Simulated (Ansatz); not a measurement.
# Work function of Ru(0001): what the settings cost and change

How thick a slab and how much vacuum does the work function of Ru(0001) need?

Calculated with Ansatz 0.2.0; plane-wave DFT, PBE, Ansatz PAW.

This is a report of a sequence of runs, with most program output left out.

**1. Starting point**

The cell holds 1 atom: 1 Ru. Its edges and angles: a = 2.700 Å, b = 2.700 Å, c = 18.000 Å, α = 90.0°, β = 90.0°, γ = 60.0°. Vacuum lies along c.

**2. Slab, setting 1 layer**

A work function rests on the faint tail of the density, so the SCF threshold is tight. The slab grows from one layer, at fixed mesh and 18 Å of vacuum; then the vacuum is varied on one slab.

The input, input.yaml:

```yaml
crystal:
  lattice:
    - [2.7, 0.0, 0.0]
    - [1.35, 2.3382685902, 0.0]
    - [0.0, 0.0, 18.0]
  atoms:
    - { symbol: Ru, position: [0.6666666667, 0.6666666667, 0.5] }
kpoints:
  mp_grid: { grid: [17, 17, 1] }
hamiltonian:
  xc: pbe
scf:
  occupations: { method: fermi_dirac, width: 0.1 }
  convergence: { dr2_threshold: 1.0e-09 }
efield:
  axis: 3
  dipole_correction: true
  ramp_position: 0.97
  ramp_width: 0.06
output:
  write_potential: true
  write_density: true
  volumetric_format: npy
  elf: true
```

Run with:

```bash
$ ansatz run input.yaml --threads 2 --pin off --max-ram 3072MiB --backend cpu --events-out ev --progress --plain --runs-dir out
```

Elapsed: 11 s, on 2 threads of Arm Neoverse N1, shared host; peak memory 0.37 GiB; 12 s of CPU time.

Numbers from this step:

- energy at zero smearing: -5876.1174 eV
- work function, upper face: 5.702 eV

Running mean over 2.138 Å of the planar mean; the ramp of the sawtooth is left out. Table of electron's electrostatic potential energy less the Fermi level by z:

```csv
z (Å),electron's electrostatic potential energy less the Fermi level (eV)
2.88,5.70
3.17,5.70
3.60,5.70
3.89,5.70
4.18,5.70
4.46,5.70
4.90,5.70
5.18,5.69
5.47,5.68
5.90,5.64
6.19,5.58
6.48,5.43
6.91,4.83
7.20,3.79
7.49,1.48
7.78,-2.33
8.21,-8.87
8.50,-12.0
8.78,-13.5
9.22,-13.5
9.50,-12.0
9.79,-8.87
10.22,-2.33
10.51,1.48
10.80,3.79
11.09,4.83
11.52,5.43
11.81,5.58
12.10,5.64
12.53,5.68
12.82,5.69
13.10,5.70
13.54,5.70
13.82,5.70
14.11,5.70
14.40,5.70
14.83,5.70
15.12,5.70
```

ELF in the ca plane at fractional y = 0.667, with atoms of Ru within 0.2 Å of it. It is the smooth field of the valence electrons, not physical close to the nuclei.

Ten even steps from '0' (0.00) to '9' (0.66), each cell a mean:
```
00000000000000000123589632210000000000000000
00000000000000001224897953210000000000000000
00000000000000001234985963210000000000000000
00000000000000001223799953210000000000000000
00000000000000000123478532210000000000000000
00000000000000000123344333210000000000000000
00000000000000000134444443210000000000000000
00000000000000000123344333210000000000000000
```
Columns run along c (18.0 Å), rows up along a (2.7 Å). Atoms in or near the plane, at fractional coordinates: Ru at (0.50, 0.67).

Electrostatic potential energy in the ca plane at fractional y = 0.667, with atoms of Ru within 0.2 Å of it. With pseudopotentials it is smooth inside the atoms' cores, unlike the true potential.

Ten even steps from '0' (-54 eV) to '9' (4 eV), each cell a mean:
```
99999999999999999998610389999999999999999999
99999999999999999998300069999999999999999999
99999999999999999998200069999999999999999999
99999999999999999998300069999999999999999999
99999999999999999999732589999999999999999999
99999999999999999999877899999999999999999999
99999999999999999999988899999999999999999999
99999999999999999999876899999999999999999999
```
Columns run along c (18.0 Å; values clipped at the 3rd and 97th percentile), rows up along a (2.7 Å). Atoms in or near the plane, at fractional coordinates: Ru at (0.50, 0.67).

Valence density in the ca plane at fractional y = 0.667, with atoms of Ru within 0.2 Å of it. It is the smooth field of the valence electrons, not physical close to the nuclei.

Ten steps, logarithmic in the rise over the least value, from '0' (0.00 × 1e0 e/Å³) to '9' (9.69 × 1e0 e/Å³), each cell a mean:
```
00000000000000000012578631000000000000000000
00000000000000000013699842000000000000000000
00000000000000000013799852000000000000000000
00000000000000000013699841000000000000000000
00000000000000000002467531000000000000000000
00000000000000000001244321000000000000000000
00000000000000000001233221000000000000000000
00000000000000000001344321000000000000000000
```
Columns run along c (18.0 Å), rows up along a (2.7 Å). Atoms in or near the plane, at fractional coordinates: Ru at (0.50, 0.67).

The work function is 5.702 eV.

**3. Run, 2 atoms**

System of this step: Ru(0001). The cell holds 2 atoms: 2 Ru. Its edges and angles: a = 2.700 Å, b = 2.700 Å, c = 20.138 Å, α = 90.0°, β = 90.0°, γ = 60.0°. Vacuum lies along c.

input.yaml, the sections that differ from step 2:

```yaml
crystal:
  lattice:
    - [2.7, 0.0, 0.0]
    - [1.35, 2.3382685902, 0.0]
    - [0.0, 0.0, 20.1384]
  atoms:
    - { symbol: Ru, position: [0.6666666667, 0.6666666667, 0.4469074008] }
    - { symbol: Ru, position: [0.0, 0.0, 0.5530925992] }
output:
  write_potential: true
  write_density: true
  volumetric_format: npy
# kpoints, hamiltonian, scf, efield: as in step 2
```

Wall time 18 s (2 threads); peak memory 0.42 GiB; 23 s of CPU time.

The work function is 5.085 eV, -0.617 eV from the run “1 layer”, at 1.9 times its CPU time.

**4. Run, 3 atoms**

System of this step: Ru(0001). The cell holds 3 atoms: 3 Ru. Its edges and angles: a = 2.700 Å, b = 2.700 Å, c = 22.277 Å, α = 90.0°, β = 90.0°, γ = 60.0°. Vacuum lies along c.

input.yaml, the sections that differ from step 3:

```yaml
crystal:
  lattice:
    - [2.7, 0.0, 0.0]
    - [1.35, 2.3382685902, 0.0]
    - [0.0, 0.0, 22.2768]
  atoms:
    - { symbol: Ru, position: [0.0, 0.0, 0.4040077569] }
    - { symbol: Ru, position: [0.6666666667, 0.6666666667, 0.5] }
    - { symbol: Ru, position: [0.0, 0.0, 0.5959922431] }
# kpoints, hamiltonian, scf, efield, output: as in step 3
```

The job ended after 34 s (2 threads; peak memory 0.42 GiB; 35 s of CPU time).

The work function is 4.996 eV, -0.089 eV from the run “2 layers”, at 1.5 times its CPU time.

**5. Slab, 4 atoms**

System of this step: Ru(0001). The cell holds 4 atoms: 4 Ru. Cell: a = 2.700 Å, b = 2.700 Å, c = 24.415 Å, α = 90.0°, β = 90.0°, γ = 60.0°. Vacuum lies along c.

input.yaml, the sections that differ from step 4:

```yaml
crystal:
  lattice:
    - [2.7, 0.0, 0.0]
    - [1.35, 2.3382685902, 0.0]
    - [0.0, 0.0, 24.4152]
  atoms:
    - { symbol: Ru, position: [0.6666666667, 0.6666666667, 0.3686228251] }
    - { symbol: Ru, position: [0.0, 0.0, 0.4562076084] }
    - { symbol: Ru, position: [0.6666666667, 0.6666666667, 0.5437923916] }
    - { symbol: Ru, position: [0.0, 0.0, 0.6313771749] }
# kpoints, hamiltonian, scf, efield, output: as in step 4
```

Run time: 35 s. Hardware: 2 threads; peak memory 0.47 GiB.

The work function is 5.087 eV, +0.091 eV from the run “3 layers”, at 1.4 times its CPU time.

**6. Slab, 5 atoms**

System of this step: Ru(0001). The cell holds 5 atoms: 5 Ru. Cell: a = 2.700 Å, b = 2.700 Å, c = 26.554 Å, α = 90.0°, β = 90.0°, γ = 60.0°. Vacuum lies along c.

input.yaml, the sections that differ from step 5:

```yaml
crystal:
  lattice:
    - [2.7, 0.0, 0.0]
    - [1.35, 2.3382685902, 0.0]
    - [0.0, 0.0, 26.5536]
  atoms:
    - { symbol: Ru, position: [0.0, 0.0, 0.3389370933] }
    - { symbol: Ru, position: [0.6666666667, 0.6666666667, 0.4194685466] }
    - { symbol: Ru, position: [0.0, 0.0, 0.5] }
    - { symbol: Ru, position: [0.6666666667, 0.6666666667, 0.5805314534] }
    - { symbol: Ru, position: [0.0, 0.0, 0.6610629067] }
# kpoints, hamiltonian, scf, efield, output: as in step 5
```

Wall time 57 s (2 threads); peak memory 0.53 GiB; 67 s of CPU time.

The work function is 5.040 eV, -0.047 eV from the run “4 layers”, at 1.4 times its CPU time.

**7. Slab, 6 atoms**

System of this step: Ru(0001). The cell holds 6 atoms: 6 Ru. Its edges and angles: a = 2.700 Å, b = 2.700 Å, c = 28.692 Å, α = 90.0°, β = 90.0°, γ = 60.0°. Vacuum lies along c.

input.yaml, the sections that differ from step 6:

```yaml
crystal:
  lattice:
    - [2.7, 0.0, 0.0]
    - [1.35, 2.3382685902, 0.0]
    - [0.0, 0.0, 28.692]
  atoms:
    - { symbol: Ru, position: [0.6666666667, 0.6666666667, 0.3136762861] }
    - { symbol: Ru, position: [0.0, 0.0, 0.3882057716] }
    - { symbol: Ru, position: [0.6666666667, 0.6666666667, 0.4627352572] }
    - { symbol: Ru, position: [0.0, 0.0, 0.5372647428] }
    - { symbol: Ru, position: [0.6666666667, 0.6666666667, 0.6117942284] }
    - { symbol: Ru, position: [0.0, 0.0, 0.6863237139] }
# kpoints, hamiltonian, scf, efield, output: as in step 6
```

Run time: 84 s. Hardware: 2 threads; peak memory 0.61 GiB; 91 s of CPU time.

The work function is 5.062 eV, +0.022 eV from the run “5 layers”, at 1.4 times its CPU time.

**8. Run, 8 atoms**

System of this step: Ru(0001). The cell holds 8 atoms: 8 Ru. Cell: a = 2.700 Å, b = 2.700 Å, c = 32.969 Å, α = 90.0°, β = 90.0°, γ = 60.0°. Vacuum lies along c.

input.yaml, the sections that differ from step 7:

```yaml
crystal:
  lattice:
    - [2.7, 0.0, 0.0]
    - [1.35, 2.3382685902, 0.0]
    - [0.0, 0.0, 32.9688]
  atoms:
    - { symbol: Ru, position: [0.6666666667, 0.6666666667, 0.272985368] }
    - { symbol: Ru, position: [0.0, 0.0, 0.3378466914] }
    - { symbol: Ru, position: [0.6666666667, 0.6666666667, 0.4027080149] }
    - { symbol: Ru, position: [0.0, 0.0, 0.4675693383] }
    - { symbol: Ru, position: [0.6666666667, 0.6666666667, 0.5324306617] }
    - { symbol: Ru, position: [0.0, 0.0, 0.5972919851] }
    - { symbol: Ru, position: [0.6666666667, 0.6666666667, 0.6621533086] }
    - { symbol: Ru, position: [0.0, 0.0, 0.727014632] }
# kpoints, hamiltonian, scf, efield, output: as in step 7
```

Elapsed: 2.1 min, on 2 threads; peak memory 0.81 GiB.

The work function is 5.062 eV, -0.000 eV from the run “6 layers”, at 1.6 times its CPU time.

**9. Slab, 10 atoms**

System of this step: Ru(0001). The cell holds 10 atoms: 10 Ru. Cell: a = 2.700 Å, b = 2.700 Å, c = 37.246 Å, α = 90.0°, β = 90.0°, γ = 60.0°. Vacuum lies along c.

input.yaml, the sections that differ from step 8:

```yaml
crystal:
  lattice:
    - [2.7, 0.0, 0.0]
    - [1.35, 2.3382685902, 0.0]
    - [0.0, 0.0, 37.2456]
  atoms:
    - { symbol: Ru, position: [0.6666666667, 0.6666666667, 0.2416392809] }
    - { symbol: Ru, position: [0.0, 0.0, 0.299052774] }
    - { symbol: Ru, position: [0.6666666667, 0.6666666667, 0.3564662672] }
    - { symbol: Ru, position: [0.0, 0.0, 0.4138797603] }
    - { symbol: Ru, position: [0.6666666667, 0.6666666667, 0.4712932534] }
    - { symbol: Ru, position: [0.0, 0.0, 0.5287067466] }
    - { symbol: Ru, position: [0.6666666667, 0.6666666667, 0.5861202397] }
    - { symbol: Ru, position: [0.0, 0.0, 0.6435337328] }
    - { symbol: Ru, position: [0.6666666667, 0.6666666667, 0.700947226] }
    - { symbol: Ru, position: [0.0, 0.0, 0.7583607191] }
# kpoints, hamiltonian, scf, efield, output: as in step 8
```

Run time: 3.1 min. Hardware: 2 threads; peak memory 1 GiB.

The work function is 5.060 eV, -0.003 eV from the run “8 layers”, at 1.6 times its CPU time.

**10. Run, 13 atoms**

System of this step: Ru(0001). The cell holds 13 atoms: 13 Ru. Cell: a = 2.700 Å, b = 2.700 Å, c = 43.661 Å, α = 90.0°, β = 90.0°, γ = 60.0°. Vacuum lies along c.

input.yaml, the sections that differ from step 9:

```yaml
crystal:
  lattice:
    - [2.7, 0.0, 0.0]
    - [1.35, 2.3382685902, 0.0]
    - [0.0, 0.0, 43.6608]
  atoms:
    - { symbol: Ru, position: [0.0, 0.0, 0.2061345646] }
    - { symbol: Ru, position: [0.6666666667, 0.6666666667, 0.2551121372] }
    - { symbol: Ru, position: [0.0, 0.0, 0.3040897098] }
    - { symbol: Ru, position: [0.6666666667, 0.6666666667, 0.3530672823] }
    - { symbol: Ru, position: [0.0, 0.0, 0.4020448549] }
    - { symbol: Ru, position: [0.6666666667, 0.6666666667, 0.4510224274] }
    - { symbol: Ru, position: [0.0, 0.0, 0.5] }
    - { symbol: Ru, position: [0.6666666667, 0.6666666667, 0.5489775726] }
    - { symbol: Ru, position: [0.0, 0.0, 0.5979551451] }
    - { symbol: Ru, position: [0.6666666667, 0.6666666667, 0.6469327177] }
    - { symbol: Ru, position: [0.0, 0.0, 0.6959102902] }
    - { symbol: Ru, position: [0.6666666667, 0.6666666667, 0.7448878628] }
    - { symbol: Ru, position: [0.0, 0.0, 0.7938654354] }
# kpoints, hamiltonian, scf, efield, output: as in step 9
```

Wall time 4.2 min (2 threads); peak memory 1.4 GiB.

The work function is 5.064 eV, +0.004 eV from the run “10 layers”, at 1.7 times its CPU time.

**11. Slab, 7 atoms**

System of this step: Ru(0001). The cell holds 7 atoms: 7 Ru. Its edges and angles: a = 2.700 Å, b = 2.700 Å, c = 22.830 Å, α = 90.0°, β = 90.0°, γ = 60.0°. Vacuum lies along c.

input.yaml, the sections that differ from step 10:

```yaml
crystal:
  lattice:
    - [2.7, 0.0, 0.0]
    - [1.35, 2.3382685902, 0.0]
    - [0.0, 0.0, 22.8304]
  atoms:
    - { symbol: Ru, position: [0.0, 0.0, 0.2190062373] }
    - { symbol: Ru, position: [0.6666666667, 0.6666666667, 0.3126708249] }
    - { symbol: Ru, position: [0.0, 0.0, 0.4063354124] }
    - { symbol: Ru, position: [0.6666666667, 0.6666666667, 0.5] }
    - { symbol: Ru, position: [0.0, 0.0, 0.5936645876] }
    - { symbol: Ru, position: [0.6666666667, 0.6666666667, 0.6873291751] }
    - { symbol: Ru, position: [0.0, 0.0, 0.7809937627] }
# kpoints, hamiltonian, scf, efield, output: as in step 10
```

The job ended after 62 s (2 threads; peak memory 0.59 GiB; 92 s of CPU time).

The work function is 5.060 eV. The program marks this work function as in doubt.

**12. Run, 7 atoms**

The cell differs from the one that the last finished run ended in (c 22.830 → 26.830 Å).

input.yaml, the sections that differ from step 11:

```yaml
crystal:
  lattice:
    - [2.7, 0.0, 0.0]
    - [1.35, 2.3382685902, 0.0]
    - [0.0, 0.0, 26.8304]
  atoms:
    - { symbol: Ru, position: [0.0, 0.0, 0.2608980858] }
    - { symbol: Ru, position: [0.6666666667, 0.6666666667, 0.3405987238] }
    - { symbol: Ru, position: [0.0, 0.0, 0.4202993619] }
    - { symbol: Ru, position: [0.6666666667, 0.6666666667, 0.5] }
    - { symbol: Ru, position: [0.0, 0.0, 0.5797006381] }
    - { symbol: Ru, position: [0.6666666667, 0.6666666667, 0.6594012762] }
    - { symbol: Ru, position: [0.0, 0.0, 0.7391019142] }
# kpoints, hamiltonian, scf, efield, output: as in step 11
```

Run time: 62 s. Hardware: 2 threads; peak memory 0.64 GiB; 1.8 min of CPU time.

The work function is 5.066 eV, +0.006 eV from the run “7 layers, 10 Å of vacuum”, at 1.2 times its CPU time.

**13. Run, 7 atoms (run 2)**

The cell differs from the one that the last finished run ended in (c 26.830 → 38.830 Å).

input.yaml, the sections that differ from step 12:

```yaml
crystal:
  lattice:
    - [2.7, 0.0, 0.0]
    - [1.35, 2.3382685902, 0.0]
    - [0.0, 0.0, 38.8304]
  atoms:
    - { symbol: Ru, position: [0.0, 0.0, 0.3347892373] }
    - { symbol: Ru, position: [0.6666666667, 0.6666666667, 0.3898594915] }
    - { symbol: Ru, position: [0.0, 0.0, 0.4449297458] }
    - { symbol: Ru, position: [0.6666666667, 0.6666666667, 0.5] }
    - { symbol: Ru, position: [0.0, 0.0, 0.5550702542] }
    - { symbol: Ru, position: [0.6666666667, 0.6666666667, 0.6101405085] }
    - { symbol: Ru, position: [0.0, 0.0, 0.6652107627] }
# kpoints, hamiltonian, scf, efield, output: as in step 12
```

Elapsed: 81 s, on 2 threads; peak memory 0.83 GiB; 2.4 min of CPU time.

The work function is 5.066 eV, -0.000 eV from the run “7 layers, 14 Å of vacuum”, at 1.3 times its CPU time.

**14. The series together**

Times are for 2 threads of Arm Neoverse N1, shared host. Results by setting:

```csv
no.,setting,"work function, upper face (eV)",time,memory (GiB)
1,1 layer,5.702,11 s,0.37
2,2 layers,5.085,18 s,0.42
3,3 layers,4.996,34 s,0.42
4,4 layers,5.087,35 s,0.47
5,5 layers,5.040,57 s,0.53
6,6 layers,5.062,84 s,0.61
7,8 layers,5.062,2.1 min,0.81
8,10 layers,5.060,3.1 min,1.0
9,13 layers,5.064,4.2 min,1.4
10,"7 layers, 10 Å of vacuum",5.060,62 s,0.59
11,"7 layers, 14 Å of vacuum",5.066,62 s,0.64
12,"7 layers, 26 Å of vacuum",5.066,81 s,0.83
```

**15. Varying the input**

System of this step: Ru(0001) monolayer. The cell holds 1 atom: 1 Ru. Cell: a = 2.700 Å, b = 2.700 Å, c = 18.000 Å, α = 90.0°, β = 90.0°, γ = 60.0°. Vacuum lies along c.

An input spoilt on purpose, to show how the run answers: it repeats the earlier run “1 layer” with efield.axis from 3 to 0, and scf.max_iter set to 75; its output block differs too.

input.yaml, the sections that differ from step 13:

```yaml
crystal:
  lattice:
    - [2.7, 0.0, 0.0]
    - [1.35, 2.3382685902, 0.0]
    - [0.0, 0.0, 18.0]
  atoms:
    - { symbol: Ru, position: [0.6666666667, 0.6666666667, 0.5] }
scf:
  occupations: { method: fermi_dirac, width: 0.1 }
  convergence: { dr2_threshold: 1.0e-09 }
  max_iter: 75
efield:
  axis: 0
  dipole_correction: true
  ramp_position: 0.97
  ramp_width: 0.06
# kpoints, hamiltonian, output: as in step 13
```

Wall time 0.05 s (2 threads); peak memory 0.06 GiB.

The input was rejected at the start.

The program's message: “Error: invalid value for `efield.axis`: must be in [1, 3]; got 0”

The fault put into the input: an axis of 0, outside the range 1 to 3.

**16. What came out**

```yaml
work_function_1_layer: 5.702 eV
work_function_3_layers: 4.996 eV
work_function_6_layers: 5.062 eV
work_function_13_layers: 5.064 eV
```

What this shows: The thickest slab gives 5.06 eV, and the settings tried spread the value from 5.00 to 5.70 eV. At 18 Å of vacuum, the slabs from 4 layers on stay within 0.03 eV of the thickest. Going from 10 to 26 Å of vacuum moves it by 0.006 eV. The program marks the value as in doubt in “7 layers, 10 Å of vacuum”. The ladder's slabs use the tabulated experimental lattice constant (two decimals; a low-temperature value for the alkali metals). The main runs have no spin polarisation; a magnetic state could lie lower and would change these results. In 1 run of the series (7 layers, 10 Å of vacuum) the program warns that electrons reach the sawtooth's ramp, which makes dipole and work function less sure.

[Logs are printed without paths, hosts, clocks, repeated set-up lines and the standing remarks that a program may print on its own settings, such as how far it seeks lower states.]

[Hosts, paths, dates, database ids (printed as entryN), source tags and the programs' standing remarks are cut or masked in the printed files.]

[Maps of the electrostatic potential energy from Ansatz leave out the sawtooth potential of an applied field or a dipole correction, so their vacuum need not be flat; planar profiles and work functions include it.]
